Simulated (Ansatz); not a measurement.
**A hypothetical structure for FeNiAs2**

This structure for FeNiAs2 is made up. Its elements were placed in a known structure type with a cell scaled to their sizes. What cell does the guess relax to, and how far off was it?

Calculated with Ansatz 0.2.0; DFT, PBEsol, plane-wave PAW, files of the set soft_1, scalar-relativistic, ferromagnetic start, cell and ions relaxed at zero pressure; PAW set soft_1, in the first sound run; inputs show where later runs differ.

## Step 1: The structure

The structure is trigonal, space group P-3m1 (No. 164). The conventional cell has a = 3.628 Å, b = 3.628 Å, c = 4.913 Å, α = 90.00°, β = 90.00°, γ = 120.00°. Nearest to As lie 3 Ni at 2.40 Å and 3 Fe at 2.46 Å. Nearest to Ni lie 6 As at 2.40 Å and 2 Fe at 2.46 Å. Fe has 6 As at 2.46 Å and 2 Ni at 2.46 Å nearest. Farther neighbours are not listed.

## Step 2: Relaxing cell and atoms

The guessed cell has no reason to be at equilibrium. It is relaxed with the atoms, within the space group of the guess.

input.yaml

```yaml
crystal:
  lattice:
    - [3.628, 0.0, 0.0]
    - [-1.814, 3.141940165, 0.0]
    - [0.0, 0.0, 4.913]
  atoms:
    - { symbol: As, position: [0.666666667, 0.333333333, 0.761] }
    - { symbol: As, position: [0.333333333, 0.666666667, 0.239] }
    - { symbol: Ni, position: [0.0, 0.0, 0.0], spin: 1.0 }
    - { symbol: Fe, position: [0.0, 0.0, 0.5], spin: 3.0 }
magnetization:
  spin_polarized: true
kpoints:
  mp_grid: { grid: [8, 8, 6] }
scf:
  occupations: { method: fermi_dirac, width: 0.05 }
hamiltonian:
  xc: pbesol
  pseudopotentials: { kind: paw, azcp: { folder: soft_1 }, xc_functional: pbe }
relax:
  f_tol: 0.015
  max_steps: 70
  cell: {}
output:
  forces: true
  stress: true
```

On the command line:

```console
$ ansatz run input.yaml --threads 4 --pin off --max-ram 8192MiB --backend cpu --events-out ev --progress --plain --runs-dir out
```

Numbers of over 12 decimals in the logs are rounded to 6 here.

The program printed:

```text
Engine: ansatz 0.2.0, aarch64-unknown-linux-gnu
Pseudopotentials: kind: paw
Pseudopotential: As, paw, valence charge 15, recommended cutoff 420 eV (normal), soft_1/As.paw.azcp
Pseudopotential: Ni, paw, valence charge 18, recommended cutoff 420 eV (normal), soft_1/Ni.paw.azcp
Pseudopotential: Fe, paw, valence charge 16, recommended cutoff 420 eV (normal), soft_1/Fe.paw.azcp
Functional definition: PBEsol
  exchange = pbesol_x
  correlation = pbesol_c
Crystal: 4 atoms, lattice volume = 56.003 Å³
Basis set: ecut = 420 eV, 1097 PW (Γ), exchange–correlation on 50×50×72 points (8 copies of the dense FFT grid, shifted against one another)
Bands: 41, of which v1, the nominal top of the filled ones, is band 32 counted from 1 (31 counted from 0)
Symmetry: 12 space group operations
Space group: P-3m1 (ITA 164), of the structure as read, at distance tolerance 3.8e-5 Å
Magnetic group: BNS 164.85 (UNI 1315), of the structure as read, at distance tolerance 3.8e-5 Å
k-points: 50 of 384
Non-local potential: As, projectors of the file, l = 0: 2, l = 1: 2, l = 2: 3, l = 3: 1
Non-local potential: Ni, projectors of the file, l = 0: 3, l = 1: 2, l = 2: 3, l = 3: 1
Non-local potential: Fe, projectors of the file, l = 0: 3, l = 1: 2, l = 2: 3, l = 3: 1
PAW form: soft (Blöchl's): semilocal exchange-correlation on the pseudo side does not see the compensation charge
PAW frozen core: As, regenerated for the run's functional, and the local potential with it (the file was generated under x = pbe(κ = 0.804, μ = 0.219515), c = pbe(β = 0.066725))
PAW frozen core: Ni, regenerated for the run's functional, and the local potential with it (the file was generated under x = pbe(κ = 0.804, μ = 0.219515), c = pbe(β = 0.066725))
PAW frozen core: Fe, regenerated for the run's functional, and the local potential with it (the file was generated under x = pbe(κ = 0.804, μ = 0.219515), c = pbe(β = 0.066725))
PAW one-centre angular grid: As, 590 points (default); XC on 64 Gauss nodes
PAW one-centre angular grid: Ni, 590 points (default); XC on 64 Gauss nodes
PAW one-centre angular grid: Fe, 590 points (default); XC on 64 Gauss nodes
Initial density: superposition of atomic densities (chi_scale 0.1, normalization cell)
Starting moments: Σ|m| = 4 μB on 2 of 4 sites
Initial wavefunctions: pseudopotential atomic-orbital guess
Functional: x = pbesol(κ = 0.804, μ = 0.123457), c = pbesol(β = 0.046)
iter 1 solved again at ethr=1.47e-3 eV; its pass at ethr=3.10e-3 eV (dr2=9.39e-1 eV) is discarded
SCF iter   1: F=—  HF=-19878.143821 eV  |F-HF|=—  |Δ(HF+E_count)|=         —  Δρ=3.57e-2 (↑3.57e-2 ↓2.55e-2)  dr2=9.50e-1  dr2_m=1.64e-1  M=3.221 μB ∫|m|=3.491 μB  β_m=0.30  ethr=1.47e-3  ⟨swp⟩=1.0  Hψ=19596  notcnv=0
Mixer restart at iter 1: flushing history
preconditioner: auto → Kerker (q_TF=auto, 2.790 Å⁻¹)  [metal: Δε(μ)=0.013 eV  Ē_g=9.173 eV  σ=0.050 eV  W_gap=0.07  n_scr=22 (ndim 8)  ℏωp=26.3 eV  f_vac=0.000  D(μ)=3.31/eV (n_scr^D=34)]
spin=Collinear: Kerker preconditioning applied to the charge; magnetization (m = ρ↑ − ρ↓) channel mixes plain (no charge-response kernel on spin).
SCF iter   2: F=—  HF=-19878.400402 eV  |F-HF|=—  |Δ(HF+E_count)|=   2.57e-1  Δρ=3.04e-2 (↑1.85e-2 ↓3.04e-2)  dr2=6.22e-1  dr2_m=2.11e-1  M=3.034 μB ∫|m|=3.310 μB  β_m=0.47  ethr=1.47e-3  ⟨swp⟩=2.2  Hψ=5218  notcnv=0
SCF iter   3: F=—  HF=-19879.561349 eV  |F-HF|=—  |Δ(HF+E_count)|=    1.16e0  Δρ=3.23e-2 (↑1.74e-2 ↓3.23e-2)  dr2=6.22e-1  dr2_m=2.60e-1  M=2.738 μB ∫|m|=3.058 μB  β_m=0.33  ethr=9.71e-4  ⟨swp⟩=2.9  Hψ=6037  notcnv=0  defer=161
SCF iter   4: F=—  HF=-19880.063367 eV  |F-HF|=—  |Δ(HF+E_count)|=   5.02e-1  Δρ=3.13e-2 (↑1.56e-2 ↓3.13e-2)  dr2=5.31e-1  dr2_m=2.33e-1  M=2.507 μB ∫|m|=2.868 μB  β_m=0.29  ethr=9.71e-4  ⟨swp⟩=2.4  Hψ=5121  notcnv=0  defer=231
SCF iter   5: F=—  HF=-19880.399423 eV  |F-HF|=—  |Δ(HF+E_count)|=   3.36e-1  Δρ=1.94e-2 (↑1.94e-2 ↓1.75e-2)  dr2=1.90e-1  dr2_m=1.43e-1  M=2.325 μB ∫|m|=2.690 μB  β_m=0.35  ethr=8.30e-4  ⟨swp⟩=2.8  Hψ=5850  notcnv=0  defer=239
SCF iter   6: F=—  HF=-19880.809072 eV  |F-HF|=—  |Δ(HF+E_count)|=         —  Δρ=3.60e-2 (↑3.60e-2 ↓2.23e-2)  dr2=2.39e-1  dr2_m=3.65e-1  M=1.608 μB ∫|m|=1.859 μB  β_m=0.80  ethr=2.97e-4  ⟨swp⟩=2.9  Hψ=6599  notcnv=0  defer=239
Mixer restart at iter 6: flushing history
SCF iter   7: F=—  HF=-19880.821334 eV  |F-HF|=—  |Δ(HF+E_count)|=   1.23e-2  Δρ=2.54e-2 (↑1.71e-2 ↓2.54e-2)  dr2=5.21e-1  dr2_m=5.43e-2  M=1.533 μB ∫|m|=1.747 μB  β_m=0.80  ethr=2.97e-4  ⟨swp⟩=3.0  Hψ=8984  notcnv=0  defer=254
SCF iter   8: F=—  HF=-19880.940055 eV  |F-HF|=—  |Δ(HF+E_count)|=   1.19e-1  Δρ=2.61e-2 (↑2.61e-2 ↓2.40e-2)  dr2=6.14e-1  dr2_m=7.51e-2  M=1.403 μB ∫|m|=1.587 μB  β_m=0.68  ethr=2.97e-4  ⟨swp⟩=4.5  Hψ=9620  notcnv=0  defer=248
SCF iter   9: F=—  HF=-19880.791852 eV  |F-HF|=—  |Δ(HF+E_count)|=   1.48e-1  Δρ=8.68e-3 (↑8.68e-3 ↓5.01e-3)  dr2=4.90e-2  dr2_m=8.39e-3  M=1.312 μB ∫|m|=1.478 μB  β_m=0.70  ethr=2.97e-4  ⟨swp⟩=3.1  Hψ=9093  notcnv=0  defer=250
SCF iter  10: F=—  HF=-19880.785112 eV  |F-HF|=—  |Δ(HF+E_count)|=   6.74e-3  Δρ=3.36e-3 (↑3.02e-3 ↓3.36e-3)  dr2=2.12e-2  dr2_m=2.96e-4  M=1.264 μB ∫|m|=1.421 μB  β_m=0.61  ethr=7.66e-5  ⟨swp⟩=3.0  Hψ=8207  notcnv=0  defer=250
SCF iter  11: F=—  HF=-19880.777762 eV  |F-HF|=—  |Δ(HF+E_count)|=   7.35e-3  Δρ=3.30e-3 (↑9.62e-4 ↓3.30e-3)  dr2=5.95e-3  dr2_m=1.30e-3  M=1.261 μB ∫|m|=1.412 μB  β_m=0.81  ethr=3.31e-5  ⟨swp⟩=2.1  Hψ=6935  notcnv=0  defer=250
SCF iter  12: F=—  HF=-19880.782230 eV  |F-HF|=—  |Δ(HF+E_count)|=   4.47e-3  Δρ=6.01e-4 (↑4.89e-4 ↓6.01e-4)  dr2=3.98e-4  dr2_m=1.68e-5  M=1.311 μB ∫|m|=1.469 μB  β_m=0.85  ethr=9.30e-6  ⟨swp⟩=2.0  Hψ=5847  notcnv=0  defer=257
SCF iter  13: F=—  HF=-19880.782495 eV  |F-HF|=—  |Δ(HF+E_count)|=   2.64e-4  Δρ=4.89e-4 (↑2.55e-4 ↓4.89e-4)  dr2=1.15e-4  dr2_m=4.88e-5  M=1.327 μB ∫|m|=1.487 μB  β_m=0.93  ethr=6.21e-7  ⟨swp⟩=2.0  Hψ=7163  notcnv=0  defer=257
SCF iter  14: F=—  HF=-19880.782510 eV  |F-HF|=—  |Δ(HF+E_count)|=   1.50e-5  Δρ=2.15e-4 (↑1.68e-4 ↓2.15e-4)  dr2=3.66e-5  dr2_m=9.42e-6  M=1.331 μB ∫|m|=1.492 μB  β_m=0.83  ethr=1.79e-7  ⟨swp⟩=2.0  Hψ=5890  notcnv=0  defer=257
SCF iter  15: F=—  HF=-19880.782499 eV  |F-HF|=—  |Δ(HF+E_count)|=   1.04e-5  Δρ=2.80e-4 (↑3.79e-5 ↓2.80e-4)  dr2=5.17e-5  dr2_m=1.06e-5  M=1.337 μB ∫|m|=1.498 μB  β_m=0.88  ethr=5.72e-8  ⟨swp⟩=2.0  Hψ=6871  notcnv=0  defer=257
SCF iter  16: F=—  HF=-19880.782499 eV  |F-HF|=—  |Δ(HF+E_count)|=   2.97e-7  Δρ=8.77e-5 (↑5.69e-5 ↓8.77e-5)  dr2=9.73e-6  dr2_m=3.24e-7  M=1.335 μB ∫|m|=1.496 μB  β_m=0.80  ethr=5.72e-8  ⟨swp⟩=2.0  Hψ=4757  notcnv=0  defer=257
[...]
relax step   6: F+E_penalty+E_count = -19880.95867482 eV  Δ(F+E_penalty+E_count) = -7.406e-6 eV  max|allowed force component| = 2.951e-4 eV/Å  Δτ_max = 0.0008 Å  P = +0.002 GPa  Ω = 54.032 Å³  energy of the carried Pulay correction = +9.947e-4 eV  (10 SCF iters, dr2 threshold 6.67e-8 eV, accepted)
Basis set: ecut = 420 eV, 1043 PW (Γ), exchange–correlation on 48×48×72 points (8 copies of the dense FFT grid, shifted against one another)
Initial wavefunctions: pseudopotential atomic-orbital guess (no wavefunctions were taken with the density)
iter 1 solved again at ethr=3.63e-8 eV; its pass at ethr=3.10e-3 eV (dr2=2.33e-5 eV) is discarded
SCF iter   1: F=—  HF=-19880.957747 eV  |F-HF|=—  |Δ(HF+E_count)|=         —  Δρ=1.22e-4 (↑1.22e-4 ↓1.22e-4)  dr2=1.05e-5  dr2_m=9.82e-13  M=-0.000 μB ∫|m|=0.000 μB  β_m=0.65  ethr=3.63e-8  ⟨swp⟩=3.9  Hψ=29008  notcnv=0
preconditioner: auto → none  [metal: Δε(μ)=0.026 eV  Ē_g=9.447 eV  σ=0.050 eV  W_gap=0.13  n_scr=8 (ndim 8)  ℏωp=26.7 eV  f_vac=0.003  D(μ)=2.71/eV (n_scr^D=22)]
SCF iter   2: F=—  HF=-19880.957762 eV  |F-HF|=—  |Δ(HF+E_count)|=   1.51e-5  Δρ=8.04e-5 (↑8.04e-5 ↓8.04e-5)  dr2=9.09e-6  dr2_m=5.64e-13  M=-0.000 μB ∫|m|=0.000 μB  β_m=0.37  ethr=1.63e-8  ⟨swp⟩=2.0  Hψ=6948  notcnv=0
SCF iter   3: F=—  HF=-19880.957762 eV  |F-HF|=—  |Δ(HF+E_count)|=   5.62e-9  Δρ=4.16e-5 (↑4.16e-5 ↓4.16e-5)  dr2=5.85e-7  dr2_m=6.45e-13  M=-0.000 μB ∫|m|=0.000 μB  β_m=0.42  ethr=1.42e-8  ⟨swp⟩=2.0  Hψ=6780  notcnv=0
SCF iter   4: F=—  HF=-19880.957765 eV  |F-HF|=—  |Δ(HF+E_count)|=   2.84e-6  Δρ=1.54e-5 (↑1.54e-5 ↓1.54e-5)  dr2=2.19e-7  dr2_m=4.66e-13  M=-0.000 μB ∫|m|=0.000 μB  β_m=0.38  ethr=9.13e-10  ⟨swp⟩=2.0  Hψ=4860  notcnv=0
SCF iter   5: F=—  HF=-19880.957766 eV  |F-HF|=—  |Δ(HF+E_count)|=   5.38e-7  Δρ=8.61e-6 (↑8.61e-6 ↓8.60e-6)  dr2=1.08e-7  dr2_m=1.61e-13  M=-0.000 μB ∫|m|=0.000 μB  β_m=0.50  ethr=3.42e-10  ⟨swp⟩=2.0  Hψ=5097  notcnv=0
SCF iter   6: F=—  HF=-19880.957766 eV  |F-HF|=—  |Δ(HF+E_count)|=   7.36e-7  Δρ=4.57e-6 (↑4.57e-6 ↓4.56e-6)  dr2=4.41e-8  dr2_m=6.05e-14  M=-0.000 μB ∫|m|=0.000 μB  β_m=0.57  ethr=1.69e-10  ⟨swp⟩=2.0  Hψ=6740  notcnv=0
SCF iter   7: F=—  HF=-19880.957767 eV  |F-HF|=—  |Δ(HF+E_count)|=   2.61e-7  Δρ=2.33e-6 (↑2.33e-6 ↓2.32e-6)  dr2=1.21e-8  dr2_m=1.25e-14  M=-0.000 μB ∫|m|=0.000 μB  β_m=0.73  ethr=6.89e-11  ⟨swp⟩=2.0  Hψ=6844  notcnv=0
SCF iter   8: F=—  HF=-19880.957767 eV  |F-HF|=—  |Δ(HF+E_count)|=   6.75e-8  Δρ=7.12e-7 (↑7.12e-7 ↓7.08e-7)  dr2=1.09e-9  dr2_m=2.83e-15  M=-0.000 μB ∫|m|=0.000 μB  β_m=0.65  ethr=1.89e-11  ⟨swp⟩=2.1  Hψ=7314  notcnv=0
SCF iter   9: F=—  HF=-19880.957765 eV  |F-HF|=—  |Δ(HF+E_count)|=   1.23e-6  Δρ=1.44e-7 (↑1.44e-7 ↓1.44e-7)  dr2=4.09e-11  dr2_m=2.13e-15  M=-0.000 μB ∫|m|=0.000 μB  β_m=0.68  ethr=1.70e-12  ⟨swp⟩=2.1  Hψ=7252  notcnv=0
SCF iter  10: F=—  HF=-19880.957765 eV  |F-HF|=—  |Δ(HF+E_count)|=  6.55e-11  Δρ=1.28e-7 (↑1.28e-7 ↓1.28e-7)  dr2=3.14e-11  dr2_m=1.24e-15  M=-0.000 μB ∫|m|=0.000 μB  β_m=0.84  ethr=1.00e-12  ⟨swp⟩=1.9  Hψ=4263  notcnv=0
SCF iter  11: F=—  HF=-19880.957765 eV  |F-HF|=—  |Δ(HF+E_count)|=  8.00e-11  Δρ=8.01e-8 (↑8.01e-8 ↓7.94e-8)  dr2=1.26e-11  dr2_m=2.24e-16  M=-0.000 μB ∫|m|=0.000 μB  β_m=0.92  ethr=1.00e-12  ⟨swp⟩=1.6  Hψ=4186  notcnv=0
SCF iter  12: F=—  HF=-19880.957765 eV  |F-HF|=—  |Δ(HF+E_count)|=  1.09e-11  Δρ=2.94e-8 (↑2.94e-8 ↓2.94e-8)  dr2=1.31e-12  dr2_m=4.25e-18  M=-0.000 μB ∫|m|=0.000 μB  β_m=0.81  ethr=1.00e-12  ⟨swp⟩=1.0  Hψ=4100  notcnv=0
SCF iter  13: F=-19880.957765 eV  HF=-19880.957765 eV  |F-HF|=2.18e-11  |Δ(HF+E_count)|=  3.64e-12  Δρ=1.06e-7 (↑1.06e-7 ↓1.06e-7)  dr2=2.62e-11  dr2_m=1.34e-19  M=0.000 μB ∫|m|=0.000 μB  ethr=1.00e-12  ⟨swp⟩=3.0  Hψ=14016  notcnv=0
the starting moments were not kept: the SCF closed with an absolute magnetisation of 1.6e-9 μB, where they sum to 4 μB in size (2 sites). That is at most 0.1 of that sum. Measured as dr2_m measures the in/out step, that magnetisation stands 2.8e-18 eV from none, at or under the dr2_threshold of 4.0e-11 eV: it is no larger than a step whose dr2_m would equal this threshold.
SCF 7 converged in 13 iterations: F = -19880.957765 eV  dr2 = 2.62e-11
relax step   7: F+E_penalty+E_count = -19880.95776545 eV  Δ(F+E_penalty+E_count) = +9.094e-4 eV  max|allowed force component| = 4.461e-4 eV/Å  Δτ_max = 0.0000 Å  P = +0.002 GPa  Ω = 54.032 Å³  stress off target by 3.37e-2 GPa  SCF on the basis re-selected at this cell (its energy is not comparable with the rows above)  (13 SCF iters)
basis re-selected at this cell: Δ(F+E_penalty+E_count) = +9.094e-4 eV, ΔP = -0.001 GPa vs the last step (what re-selecting the basis moved, of the pressure what is left beyond the Pulay correction that the steps carried, after the strain that the cell walked since its last selection, with what the two solves' SCF thresholds leave and, on support functions, any second-order correction that the steps lacked; it is no measure of the basis error at this ecutwfc). The dense FFT grid was sized anew with the basis: this SCF ran on 24×24×36 points, the steps before it on 25×25×36, so part of this shift can come from that change (see relax.cell in the input reference). [rest of the remark cut]
SCF converged after 13 iterations
Magnetization: 0.0000 μB (32.0000 up, 32.0000 down)
Absolute magnetization: 0.0000 μB (∫|ρ↑−ρ↓|, with the PAW one-centre terms)
Spin contamination: 0.0000 ħ² per cell (⟨S²⟩ above its minimum at these occupations)
Per-site moments (μB) at R_I (Å): [(-2.0613804001591543e-11, 0.977098), (-2.0613981174633374e-11, 0.977098), (-6.594741976708167e-11, 0.997006), (1.3287462810836043e-9, 0.977098)]
Free energy (F): -19880.957765 eV
Harris-Foulkes:  -19880.957765 eV  (|F-HF|=2.18e-11)
Internal energy: -19880.935069 eV  (E = F + TS)
E sigma→0 (E₀):  -19880.946417 eV
Entropy (-TS):   -0.022697 eV (-5.674 meV/atom)
Fermi energy:    16.031953 eV
--- Per-component energies (eV) ---
  E_band       = -887.139013
  E_kinetic    = 877.614308
  E_local      = -8741.310263  (includes V_loc(G=0)·N_el)
  E_nonlocal   = -603.989501
  E_hartree    = 4588.632515
  E_xc         = -365.840032
  E_vxc        = -439.808167  (∫ρ·V_xc dr)
  E_paw        = -6920.064828  (= ΣΔE_a)
  E_vpaw       = -1156.909787  (= ΣTr[D̂ρ^β])
  E_aug_tail   = -0.000295  (compensation charges beyond the density's cutoff)
  E_ewald      = -8718.286325
  E_core_change = 2.309352  (= ΣΔE_core)
  E_smearing   = -0.022697  (= −TS)
  E_closure    = -0.000000  (closes the sum)
  Σ components = -19880.957765   (vs F -19880.957765, Δ=0.00e0)
--- Forces (eV/Å), atoms counted from 1 ---
  atom   1  As    -0.00000000    -0.00000000     0.00044613
  atom   2  As     0.00000000     0.00000000    -0.00044613
  atom   3  Ni     0.00000000     0.00000000     0.00000000
  atom   4  Fe     0.00000000     0.00000000     0.00000000
  max |Σ_I F_I| component: 3.47e-18 eV/Å
--- Stress (GPa, compression-positive) ---
       -0.014249      -0.000000       0.000000
        0.000000      -0.014249      -0.000000
        0.000000      -0.000000       0.033666
  P = ⅓ Tr σ = 0.0017 GPa (0.017 kbar)
--- Relaxed structure (6 steps of the walk, 5 accepted, 1 SCFs on fresh bases) ---
  F+E_penalty+E_count = -19880.95776545 eV   max|allowed force component| = 4.461e-4 eV/Å   (the final SCF, on the basis selected at the relaxed cell)
  cell:  # Å, volume = 54.0322 Å³
    - [3.536301, 0, -3.939983496430212e-18]
    - [-1.768150, 3.062526, 1.969991748215106e-18]
    - [-5.3354848174602615e-18, 0, 4.989120]
  atoms:
    - { symbol: As, position: [0.666667, 0.333333, 0.740721] }
    - { symbol: As, position: [0.333333, 0.666667, 0.259279] }
    - { symbol: Ni, position: [0, 0, 3.5308843394602214e-19] }
    - { symbol: Fe, position: [0, 0, 0.500000] }
```

Elapsed: 44 s, on 4 threads of Arm Neoverse V1, shared host; peak memory 0.54 GiB.

Step by step:

| step | energy less that of the first step (eV) | largest force component (eV/Å) | pressure (GPa) | volume (Å³) |
| --- | --- | --- | --- | --- |
| 1 | 0.0000 | 0.7257 | -2.77 | 56.00 |
| 2 | -0.1285 | 0.6073 | -3.34 | 55.09 |
| 3 | 0.4336 | 2.3450 | 22.04 | 49.69 |
| 4 | -0.1728 | 0.1448 | -1.14 | 54.37 |
| 5 | -0.1762 | 0.0107 | 0.16 | 53.99 |
| 6 | -0.1762 | 0.0003 | 0.00 | 54.03 |
| 7* | -0.1753 | 0.0004 | 0.00 | 54.03 |

Relaxation steps marked * repeat the geometry before them on a plane-wave basis chosen anew for their cell, so energy and pressure can jump there. Relaxation step 3 was tried and not accepted.

Forces are held to the 12 operations that the run works with; a distortion that breaks them can't arise in this run.

```
conventional cell, symmetrised  before  after  change
                         a (Å)   3.628  3.536  -2.5 %
                         b (Å)   3.628  3.536  -2.5 %
                         c (Å)   4.913  4.989  +1.5 %
              volume (Å³/atom)   14.00  13.51  -3.5 %
```

The atoms that moved most (Å, as changes of fractional coordinates times the final cell):

| atom | dx | dy | dz | length |
| --- | --- | --- | --- | --- |
| As2 | 0.000 | 0.000 | 0.101 | 0.101 |
| As1 | 0.000 | 0.000 | -0.101 | 0.101 |

This step gave:

| Quantity | Value |
| --- | --- |
| free energy | -19880.9578 eV |
| energy at zero smearing | -19880.9464 eV |
| smearing term TS | 0.02270 eV |
| Fermi energy | 16.03 eV |
| electrons | 64 |
| symmetry operations | 12 |
| pressure | 0.001723 GPa |

The shortest distance of each pair, which need not be the same contact before and after:

| pair | guess (Å) | relaxed (Å) |
| --- | --- | --- |
| As–Fe | 2.456 | 2.369 |
| As–Ni | 2.401 | 2.417 |
| Fe–Ni | 2.457 | 2.495 |
| As–As | 3.147 | 3.152 |
| Ni–Ni | 3.628 | 3.536 |

The relaxation ends with a largest force component of 4.5e-4 eV/Å and a pressure of 0.00 GPa. No moment survives the cycle: this start ends non-magnetic.

(Part 1 of 2 ends here.)

[Logs are printed without paths, hosts, clocks, repeated set-up lines and the standing remarks that a program may print on its own settings, such as how far it seeks lower states.]

[Hosts, paths, dates, database ids (printed as entryN), source tags and the programs' standing remarks are cut or masked in the printed files.]
